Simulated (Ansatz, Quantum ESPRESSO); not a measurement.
# Ni(111), 5 layers against a metal electrode: the electrode's level over the Fermi level at a withheld member of a series

How the rows were computed: Quantum ESPRESSO 7.5, PBE, GBRV ultrasoft. The slab is relaxed neutral, then held. ESM with bc3: vacuum below and a metal electrode about 6 Å above the top atoms. Cold smearing of 0.02 Ry. Charges are set per cell from the starting area. The slabs take the lattice constants of the bulk relaxed by the same program. The series steps the charge of the slab (positive: electrons removed).

```tsv
charge of the slab	electrode's level over the Fermi level (eV)
1 ×10¹³ e/cm²	5.844
2 ×10¹³ e/cm²	6.653
3 ×10¹³ e/cm²	7.468
4.5 ×10¹³ e/cm²	8.697
6 ×10¹³ e/cm²	9.939
7 ×10¹³ e/cm²	10.772
```

**Question.** What is the electrode's level over the Fermi level at 8 ×10¹³ e/cm²?

**Worked estimate.** The rows at 6 ×10¹³ e/cm² and 7 ×10¹³ e/cm² give a slope of (10.772 − (9.939))/(7 − (6)) = 0.833, so a straight line gives 11.605 eV. A parabola through these and the row at 4.5 ×10¹³ e/cm² gives 11.609 eV.

**Check.** 11.607 eV. The line misses by −0.002 and the parabola by +0.002 eV. Both misses are under 5 % of the step from the nearer row.

Caveats: Vacuum fills the gap; ions don't answer the charge; added electrons can spill towards the electrode at the most negative charges. Members without a usable value, or on the other side of zero field or charge, are not listed.

[Logs are printed without paths, hosts, clocks, repeated set-up lines and the standing remarks that a program may print on its own settings, such as how far it seeks lower states.]
